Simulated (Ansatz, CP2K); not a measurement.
# Generalised stacking fault on (111) (glide set) of a Ge-Sn solid solution (48 atoms) in CP2K, part 3 of 3

How do the settings of CP2K change the result for generalised stacking fault on (111) (glide set) of a Ge-Sn solid solution (48 atoms)? A plane-wave run serves as the yardstick.

Program: CP2K 2026.2; the method stands at each step. Banners, paths, timers and routine set-up lines are dropped from the logs unmarked, and long logs keep their key lines alone; longer cuts are marked.

So far. Step 5 (PBE, DZVP-UZH, 350/50 Ry, diagonalisation): Against the first run (9.1 %), the force difference from the reference is 8.6 %, at 1.0 times the CPU time, with 624 basis functions against 624; this set comes with other potentials too, so the change isn't the basis's alone. Step 6 (PBE+D3, DZVP-MOLOPT-SR, 350/50 Ry, diagonalisation): Against the first run (9.1 %), the force difference from the reference is 9.9 %, at 1.0 times the CPU time; the model has changed, so this is no error of the program alone.

## Step 7: PBE, DZVP-MOLOPT-SR, 175/50 Ry, diagonalisation

Method: Kohn-Sham DFT, PBE, GTH-PBE pseudopotentials, Gaussian and plane waves, DZVP-MOLOPT-SR-GTH, diagonalisation.

Contents of input.inp:

```
&GLOBAL
  PROJECT cell
  RUN_TYPE ENERGY_FORCE
  PRINT_LEVEL LOW
&END GLOBAL
&FORCE_EVAL
  METHOD QS
  STRESS_TENSOR ANALYTICAL
  &DFT
    BASIS_SET_FILE_NAME BASIS_MOLOPT
    POTENTIAL_FILE_NAME GTH_POTENTIALS
    &MGRID
      CUTOFF 175
      REL_CUTOFF 50
    &END MGRID
    &QS
      EPS_DEFAULT 1.0E-12
    &END QS
    &SCF
      SCF_GUESS ATOMIC
      EPS_SCF 1.0E-06
      MAX_SCF 200
      ADDED_MOS 21
      &DIAGONALIZATION
        ALGORITHM STANDARD
      &END DIAGONALIZATION
      &SMEAR ON
        METHOD FERMI_DIRAC
        ELECTRONIC_TEMPERATURE [K] 580
      &END SMEAR
      &MIXING
        METHOD BROYDEN_MIXING
        ALPHA 0.15
        NBROYDEN 8
      &END MIXING
      &PRINT
        &RESTART OFF
        &END RESTART
      &END PRINT
    &END SCF
    &XC
      &XC_FUNCTIONAL PBE
      &END XC_FUNCTIONAL
    &END XC
    &PRINT
      &MULLIKEN ON
      &END MULLIKEN
      &HIRSHFELD ON
        SHAPE_FUNCTION DENSITY
      &END HIRSHFELD
      &MO ON
        EIGENVALUES T
        OCCUPATION_NUMBERS T
        MO_INDEX_RANGE 85 108
        &EACH
          QS_SCF 0
        &END EACH
        ADD_LAST NUMERIC
      &END MO
    &END PRINT
  &END DFT
  &SUBSYS
    &CELL
      A 8.33424 0.00000 0.00000
      B 0.00000 7.21767 0.00000
      C 0.69449 0.00000 20.51464
    &END CELL
    &COORD
      SCALED
[... 48 atom lines left out: the same atoms as in the first run ...]
    &END COORD
    &KIND Ge
      BASIS_SET DZVP-MOLOPT-SR-GTH-q4
      POTENTIAL GTH-PBE-q4
    &END KIND
    &KIND Sn
      BASIS_SET DZVP-MOLOPT-SR-GTH-q4
      POTENTIAL GTH-PBE-q4
    &END KIND
  &END SUBSYS
  &PRINT
    &FORCES ON
    &END FORCES
    &STRESS_TENSOR ON
    &END STRESS_TENSOR
  &END PRINT
&END FORCE_EVAL
```

Command:

```sh
$ OMP_NUM_THREADS=1 cp2k.psmp -i input.inp > output.txt
```

Numbers of over 12 decimals in the logs are rounded to 6 here.

What it wrote:

```text
CP2K| version string:                                       CP2K version 2026.2
 CP2K| Input file name                                                 input.inp
 GLOBAL| Basis set file name                                        BASIS_MOLOPT
 GLOBAL| Potential file name                                      GTH_POTENTIALS
 GLOBAL| Run type                                                   ENERGY_FORCE
 GLOBAL| Total number of message passing processes                             1
 GLOBAL| Number of threads for this process                                    1
 TOTAL NUMBERS AND MAXIMUM NUMBERS
  Total number of            - Atomic kinds:                                   2
                             - Atoms:                                         48
[... lines left out ...]
                        Smear method:                                FERMI_DIRAC
[... lines left out ...]
 Number of electrons:                                                        192
[... lines left out ...]
  Step     Update method      Time    Convergence         Total energy    Change
[... lines left out ...]
  *** SCF run converged in    18 steps ***
[... lines left out ...]
  Fermi energy:                                                 0.157116
  Total energy:                                              -181.353626
  Total energy (extrapolated to T->0):                       -181.349888
[... lines left out ...]
 MO| E(Fermi):            0.157116 a.u.          4.275348 eV
[... lines left out ...]
 !-----------------------------------------------------------------------------!
 !-----------------------------------------------------------------------------!
                           Hirshfeld Charges
  #Atom  Element  Kind  Ref Charge     Population                    Net charge
      1       Ge     1       4.000          4.018                        -0.018
      2       Sn     2       4.000          3.963                         0.037
      3       Sn     2       4.000          3.953                         0.047
[...]
47       Ge     1       4.000          4.002                        -0.002
     48       Ge     1       4.000          4.012                        -0.012
  Total Charge                                                           -0.000
 !-----------------------------------------------------------------------------!
 ENERGY| Total FORCE_EVAL ( QS ) energy [hartree]           -181.353638
 FORCES| Atomic forces [hartree/bohr]
 FORCES|   Atom     x               y               z               |f|
 FORCES|      1 -6.36394165E-02 -3.76319849E-02  2.15946333E-02   7.70225279E-02
 FORCES|      2  2.85026596E-02  6.03276553E-03 -3.86862717E-02   4.84295724E-02
 FORCES|      3  8.98344593E-04  2.12916112E-02  1.22600346E-02   2.45855278E-02
[...]
FORCES|     47 -4.98182287E-03 -4.06128137E-03  5.27445818E-03   8.31459407E-03
 FORCES|     48  7.15202405E-02  3.57806675E-02 -4.77055758E-02   9.31194015E-02
 FORCES| Sum     7.65509792E-06 -3.96314177E-06 -6.85707484E-06
 FORCES| Total atomic force                                       1.10148306E-05
 STRESS| Analytical stress tensor [bar]
 STRESS|                        x                   y                   z
 STRESS|      x        1.99986182591E+05   2.73272114663E+04  -1.73232274578E+04
 STRESS|      y        2.73272114663E+04   4.36179040408E+04  -2.97135854216E+04
 STRESS|      z       -1.73232274578E+04  -2.97135854216E+04   7.33789189946E+04
 STRESS| 1/3 Trace                                             1.05661001876E+05
```

Run time: 2.8 min. Hardware: 1 thread of Arm Neoverse V1, shared host; peak memory 0.86 GiB.

Numbers from this run, and their distance from the reference:

```
r.m.s. force component                          : 2.24 eV/Å
r.m.s. difference of force components           : 223.4 meV/Å
longest difference of force vectors             : 1394 meV/Å
force difference over r.m.s. force              : 9.132 %
slope of forces against the reference's         : 0.9151
correlation of force components                 : 0.9993
pressure                                        : 10.57 GPa
pressure difference                             : 0.1575 GPa
energy less the same-level run's                : -0.0003 meV/atom
r.m.s. force difference from the same-level run : 0.094 meV/Å
```

This is a coarse setting, run to see what it loses.

Against the first run (9.1 %), the force difference from the reference is 9.1 %, at 0.99 times the CPU time (on 1 against 2 cores): the change moves forces by 0.094 meV/Å r.m.s., so most of the difference comes from elsewhere.

The difference per atom is largest on Sn (0.36 eV/Å on average, against 0.13 on Ge).

## Step 8: PBE, SZV-MOLOPT-SR, 350/50 Ry, diagonalisation

Method: Kohn-Sham DFT, PBE, GTH-PBE pseudopotentials, Gaussian and plane waves, SZV-MOLOPT-SR-GTH, diagonalisation.

input.inp, as its differences from that of step 7:

```diff
@@ -12,3 +12,3 @@
     &MGRID
-      CUTOFF 175
+      CUTOFF 350
       REL_CUTOFF 50
@@ -68,3 +68,2 @@
     &COORD
-      SCALED
 [... 48 atom lines left out: the same atoms as in the first run ...]
@@ -72,3 +71,3 @@
     &KIND Ge
-      BASIS_SET DZVP-MOLOPT-SR-GTH-q4
+      BASIS_SET SZV-MOLOPT-SR-GTH-q4
       POTENTIAL GTH-PBE-q4
@@ -76,3 +75,3 @@
     &KIND Sn
-      BASIS_SET DZVP-MOLOPT-SR-GTH-q4
+      BASIS_SET SZV-MOLOPT-SR-GTH-q4
       POTENTIAL GTH-PBE-q4
```

What it wrote:

```text
CP2K| version string:                                       CP2K version 2026.2
 CP2K| Input file name                                                 input.inp
 GLOBAL| Basis set file name                                        BASIS_MOLOPT
 GLOBAL| Potential file name                                      GTH_POTENTIALS
[... lines left out ...]
 Number of electrons:                                                        192
[... lines left out ...]
  Step     Update method      Time    Convergence         Total energy    Change
[... lines left out ...]
  *** SCF run converged in    20 steps ***
[... lines left out ...]
  Fermi energy:                                                 0.200587
  Total energy:                                              -179.843346
  Total energy (extrapolated to T->0):                       -179.840843
[... lines left out ...]
 MO| E(Fermi):            0.200587 a.u.          5.458246 eV
[... lines left out ...]
 ENERGY| Total FORCE_EVAL ( QS ) energy [hartree]           -179.843351
[... lines left out ...]
 FORCES|      1 -7.26601274E-02 -4.49095571E-02  2.59173249E-02   8.92640475E-02
 FORCES|      2  3.13829933E-02  1.24922686E-02 -5.94500157E-02   6.83758247E-02
 FORCES|      3  1.82532980E-03  2.05083752E-02  2.18984169E-02   3.00577103E-02
[...]
FORCES|     47 -3.42419354E-03 -1.10932371E-02  1.38460712E-02   1.80692749E-02
 FORCES|     48  8.84948775E-02  4.47468355E-02 -6.86560687E-02   1.20612099E-01
 FORCES| Sum     9.02222942E-07  1.22962491E-05  9.54459346E-06
 FORCES| Total atomic force                                       1.55920176E-05
 STRESS| Analytical stress tensor [bar]
 STRESS|                        x                   y                   z
 STRESS|      x        1.57617798112E+05   2.26233896816E+04  -2.11656028582E+04
 STRESS|      y        2.26233896816E+04   7.08390497539E+03  -3.44494598666E+04
 STRESS|      z       -2.11656028582E+04  -3.44494598666E+04   4.37338615360E+04
 STRESS| 1/3 Trace                                             6.94785215413E+04
```

Wall time 96 s (1 thread); peak memory 1.4 GiB.

Numbers from this run, and their distance from the reference:

```yaml
r_m_s_force_component: 2.876 eV/Å
r_m_s_difference_of_force_components: 593.7 meV/Å
longest_difference_of_force_vectors: 1874 meV/Å
force_difference_over_r_m_s_force: 24.27 %
slope_of_forces_against_the_reference_s: 1.162
correlation_of_force_components: 0.9881
pressure: 6.948 GPa
pressure_difference: -3.461 GPa
```

This is a coarse setting, run to see what it loses.

Against the first run (9.1 %), the force difference from the reference is 24 %, at 0.56 times the CPU time (on 1 against 2 cores), with 192 basis functions against 624: the smaller basis costs accuracy.

## Step 9: PBE, DZVP-MOLOPT-SR, 489/50 Ry, diagonalisation

Method: Kohn-Sham DFT, PBE, GTH-PBE pseudopotentials, Gaussian and plane waves, DZVP-MOLOPT-SR-GTH, diagonalisation.

input.inp, as its differences from that of step 8:

```diff
@@ -12,3 +12,3 @@
     &MGRID
-      CUTOFF 350
+      CUTOFF 489
       REL_CUTOFF 50
@@ -71,3 +71,3 @@
     &KIND Ge
-      BASIS_SET SZV-MOLOPT-SR-GTH-q4
+      BASIS_SET DZVP-MOLOPT-SR-GTH-q4
       POTENTIAL GTH-PBE-q4
@@ -75,3 +75,3 @@
     &KIND Sn
-      BASIS_SET SZV-MOLOPT-SR-GTH-q4
+      BASIS_SET DZVP-MOLOPT-SR-GTH-q4
       POTENTIAL GTH-PBE-q4
```

Command:

```sh
$ OMP_NUM_THREADS=2 cp2k.psmp -i input.inp > output.txt
```

What it wrote:

```text
CP2K| version string:                                       CP2K version 2026.2
 CP2K| Input file name                                                 input.inp
 GLOBAL| Basis set file name                                        BASIS_MOLOPT
 GLOBAL| Potential file name                                      GTH_POTENTIALS
 GLOBAL| Run type                                                   ENERGY_FORCE
 GLOBAL| Total number of message passing processes                             1
 GLOBAL| Number of threads for this process                                    2
 TOTAL NUMBERS AND MAXIMUM NUMBERS
  Total number of            - Atomic kinds:                                   2
                             - Atoms:                                         48
[... lines left out ...]
                        Smear method:                                FERMI_DIRAC
[... lines left out ...]
 Number of electrons:                                                        192
[... lines left out ...]
  Step     Update method      Time    Convergence         Total energy    Change
[... lines left out ...]
  *** SCF run converged in    18 steps ***
[... lines left out ...]
  Fermi energy:                                                 0.157116
  Total energy:                                              -181.353626
  Total energy (extrapolated to T->0):                       -181.349888
[... lines left out ...]
 MO| E(Fermi):            0.157116 a.u.          4.275347 eV
[... lines left out ...]
 !-----------------------------------------------------------------------------!
 !-----------------------------------------------------------------------------!
                           Hirshfeld Charges
  #Atom  Element  Kind  Ref Charge     Population                    Net charge
      1       Ge     1       4.000          4.018                        -0.018
      2       Sn     2       4.000          3.963                         0.037
      3       Sn     2       4.000          3.953                         0.047
[...]
47       Ge     1       4.000          4.002                        -0.002
     48       Ge     1       4.000          4.012                        -0.012
  Total Charge                                                           -0.000
 !-----------------------------------------------------------------------------!
 ENERGY| Total FORCE_EVAL ( QS ) energy [hartree]           -181.353637
 FORCES| Atomic forces [hartree/bohr]
 FORCES|   Atom     x               y               z               |f|
 FORCES|      1 -6.36406645E-02 -3.76350127E-02  2.15960715E-02   7.70254416E-02
 FORCES|      2  2.84991608E-02  6.03085356E-03 -3.86860527E-02   4.84271002E-02
 FORCES|      3  8.96361733E-04  2.12945716E-02  1.22618644E-02   2.45889317E-02
[...]
FORCES|     47 -4.98219252E-03 -4.06566237E-03  5.27414124E-03   8.31675529E-03
 FORCES|     48  7.15182620E-02  3.57771576E-02 -4.77047194E-02   9.31160945E-02
 FORCES| Sum     2.68823507E-06  3.33267334E-06  2.93845801E-06
 FORCES| Total atomic force                                       5.19305833E-06
 STRESS| Analytical stress tensor [bar]
 STRESS|                        x                   y                   z
 STRESS|      x        1.99985925429E+05   2.73270365005E+04  -1.73231824909E+04
 STRESS|      y        2.73270365005E+04   4.36178884739E+04  -2.97135914630E+04
 STRESS|      z       -1.73231824909E+04  -2.97135914630E+04   7.33793825423E+04
 STRESS| 1/3 Trace                                             1.05661065482E+05
```

Wall time 2.3 min (2 threads); peak memory 2.4 GiB; 4.3 min of CPU time.

Numbers from this run, and their distance from the reference:

| Quantity | Value |
| --- | --- |
| r.m.s. force component | 2.24 eV/Å |
| r.m.s. difference of force components | 223.5 meV/Å |
| longest difference of force vectors | 1394 meV/Å |
| force difference over r.m.s. force | 9.133 % |
| slope of forces against the reference's | 0.915 |
| correlation of force components | 0.9993 |
| pressure | 10.57 GPa |
| pressure difference | 0.1575 GPa |
| energy less the same-level run's | 0.0001 meV/atom |
| r.m.s. force difference from the same-level run | 0.02 meV/Å |

Against the first run (9.1 %), the force difference from the reference is 9.1 %, at 1.5 times the CPU time: the change moves forces by 0.02 meV/Å r.m.s., so most of the difference comes from elsewhere.

The difference per atom is largest on Sn (0.36 eV/Å on average, against 0.13 on Ge).

## Step 10: Side by side

Differences are against the plane-wave reference, forces as r.m.s. over components; share is that over the reference's r.m.s. force, slope the least-squares factor from reference forces to these. Total energies of different programs have different zeros and aren't compared.

| run | Δ force, r.m.s. (meV/Å) | share (%) | slope | Δ pressure (GPa) | cores | CPU time | memory (GiB) |
| --- | --- | --- | --- | --- | --- | --- | --- |
| reference | - | - | - | - | 4 | 90 s | 1.7 |
| CP2K PBE, DZVP-MOLOPT-SR, 350/50 Ry, diagonalisation | 223 | 9.13 | 0.915 | 0.158 | 2 | 2.9 min | 1.5 |
| CP2K PBE, DZVP-MOLOPT-SR, 350/70 Ry, diagonalisation | 223 | 9.13 | 0.915 | 0.158 | 2 | 3.5 min | 1.5 |
| CP2K r2SCAN, SCAN potentials, DZVP-UZH(SCAN), 600/50 Ry, diagonalisation | 413 | 16.9 | 0.841 | -7.35 | 4 | 9.6 min | 4.4 |
| CP2K PBE, DZVP-UZH, 350/50 Ry, diagonalisation | 209 | 8.55 | 0.921 | -0.0455 | 2 | 3 min | 1.5 |
| CP2K PBE+D3, DZVP-MOLOPT-SR, 350/50 Ry, diagonalisation | 241 | 9.86 | 0.906 | -0.364 | 2 | 2.9 min | 1.5 |
| CP2K PBE, DZVP-MOLOPT-SR, 175/50 Ry, diagonalisation (coarse) | 223 | 9.13 | 0.915 | 0.158 | 1 | 2.8 min | 0.86 |
| CP2K PBE, SZV-MOLOPT-SR, 350/50 Ry, diagonalisation (coarse) | 594 | 24.3 | 1.162 | -3.46 | 1 | 95 s | 1.4 |
| CP2K PBE, DZVP-MOLOPT-SR, 489/50 Ry, diagonalisation | 223 | 9.13 | 0.915 | 0.158 | 2 | 4.3 min | 2.4 |

Rows marked coarse were listed beforehand as settings not expected to be converged; some can still land near the reference.

CPU time is summed over cores on a shared host, where runs went side by side, so it is rough. Symmetry, cutoffs, thresholds, outputs and thread counts weren't matched or tuned between programs; memory under MPI is the largest rank's times the ranks.

Mean charges by element (e), by run and scheme:

| run | scheme | Ge | Sn |
| --- | --- | --- | --- |
| reference | Löwdin | -0.07 | +0.26 |
| CP2K PBE, DZVP-MOLOPT-SR, 350/50 Ry, diagonalisation | Mulliken | -0.03 | +0.08 |
| CP2K PBE, DZVP-MOLOPT-SR, 350/50 Ry, diagonalisation | Hirshfeld | -0.03 | +0.06 |
| CP2K PBE, DZVP-MOLOPT-SR, 350/70 Ry, diagonalisation | Mulliken | -0.03 | +0.08 |
| CP2K PBE, DZVP-MOLOPT-SR, 350/70 Ry, diagonalisation | Hirshfeld | -0.03 | +0.06 |
| CP2K r2SCAN, SCAN potentials, DZVP-UZH(SCAN), 600/50 Ry, diagonalisation | Mulliken | -0.10 | +0.25 |
| CP2K r2SCAN, SCAN potentials, DZVP-UZH(SCAN), 600/50 Ry, diagonalisation | Hirshfeld | -0.03 | +0.07 |
| CP2K PBE, DZVP-UZH, 350/50 Ry, diagonalisation | Mulliken | -0.06 | +0.14 |
| CP2K PBE, DZVP-UZH, 350/50 Ry, diagonalisation | Hirshfeld | -0.03 | +0.06 |
| CP2K PBE+D3, DZVP-MOLOPT-SR, 350/50 Ry, diagonalisation | Mulliken | -0.03 | +0.08 |
| CP2K PBE+D3, DZVP-MOLOPT-SR, 350/50 Ry, diagonalisation | Hirshfeld | -0.03 | +0.06 |
| CP2K PBE, DZVP-MOLOPT-SR, 489/50 Ry, diagonalisation | Mulliken | -0.03 | +0.08 |
| CP2K PBE, DZVP-MOLOPT-SR, 489/50 Ry, diagonalisation | Hirshfeld | -0.03 | +0.06 |

The reference's Löwdin charges lack the electrons that the projection spills, 0.026 e an atom on average.

Within one program, basis, potentials and functional, energies share a zero. Each run against its twin at the usual cutoff or grid and solver:

| run | twin | Δ energy (meV/atom) | Δ force, r.m.s. (meV/Å) | CPU time over the twin's |
| --- | --- | --- | --- | --- |
| CP2K PBE, DZVP-MOLOPT-SR, 350/70 Ry, diagonalisation | DZVP-MOLOPT-SR, 350/50 Ry, diagonalisation | 2.0e-4 | 0.001 | 1.2 |
| CP2K PBE, DZVP-MOLOPT-SR, 175/50 Ry, diagonalisation | DZVP-MOLOPT-SR, 350/50 Ry, diagonalisation | -3.0e-4 | 0.094 | 0.98 (this twin ran on 2 cores) |
| CP2K PBE, DZVP-MOLOPT-SR, 489/50 Ry, diagonalisation | DZVP-MOLOPT-SR, 350/50 Ry, diagonalisation | 1.0e-4 | 0.02 | 1.5 |

Further runs of this program without a result: CP2K GFN1-xTB, diagonalisation (not converged).

## Step 11: Outcome

```
nearest in forces : CP2K PBE, DZVP-UZH, 350/50 Ry, diagonalisation, 8.6 %
its CPU time      : 3 min
```

In words: The PBE runs in local orbitals, coarse settings apart, differ by 8.6 % (CP2K PBE, DZVP-UZH, 350/50 Ry, diagonalisation) to 9.1 % (CP2K PBE, DZVP-MOLOPT-SR, 350/50 Ry, diagonalisation); basis, grid and potentials can all enter. Rows with another functional or a dispersion term differ by 9.9 % (CP2K PBE+D3, DZVP-MOLOPT-SR, 350/50 Ry, diagonalisation) to 17 % (CP2K r2SCAN, SCAN potentials, DZVP-UZH(SCAN), 600/50 Ry, diagonalisation), which mixes the change of model with differences of basis and potentials, some of them made for another functional. Runs with settings chosen to be coarse differ by 9.1 % (CP2K PBE, DZVP-MOLOPT-SR, 175/50 Ry, diagonalisation) to 24 % (CP2K PBE, SZV-MOLOPT-SR, 350/50 Ry, diagonalisation), their programs' other errors included. None of the electronic-structure runs in the table takes under half the reference's CPU time of 90 s; they take 1.1 to 6.4 times as much. CP2K PBE, SZV-MOLOPT-SR, 350/50 Ry, diagonalisation stiffens the forces by a factor of 1.16 while following their directions (correlation 0.988); the slopes of the 8 CP2K runs lie between 0.84 and 1.16. In pressure, CP2K PBE, SZV-MOLOPT-SR, 350/50 Ry, diagonalisation misses by -3.5 GPa, at the same functional. Charges hang on scheme and program or settings: among these rows the mean for Sn runs from +0.06 to +0.26 e. The potentials hold different valence shells: 672 electrons in the reference, 192 in CP2K with SZV-MOLOPT-SR; this bears on time and differences. The reference's stress is far from hydrostatic: its diagonal is 19.9, 4.3, 7.0 GPa, compression counted positive. The host structure and its lattice constant were typed by rule, without a check against the phase diagram. The reference's pressure of 10 GPa belongs to a cell and atoms that aren't relaxed at this level. The electronic-structure runs sample only Γ, in a cell whose shortest periodic width is 7 Å, which is coarse for a cell with partly filled levels.

[Also dropped from logs without a mark: logging warnings of Python, and SIESTA's first energy breakdown and zero terms.]

[Logs are printed without paths, hosts, clocks, repeated set-up lines and the standing remarks that a program may print on its own settings, such as how far it seeks lower states.]

[Hosts, paths, dates, database ids (printed as entryN), source tags and the programs' standing remarks are cut or masked in the printed files.]
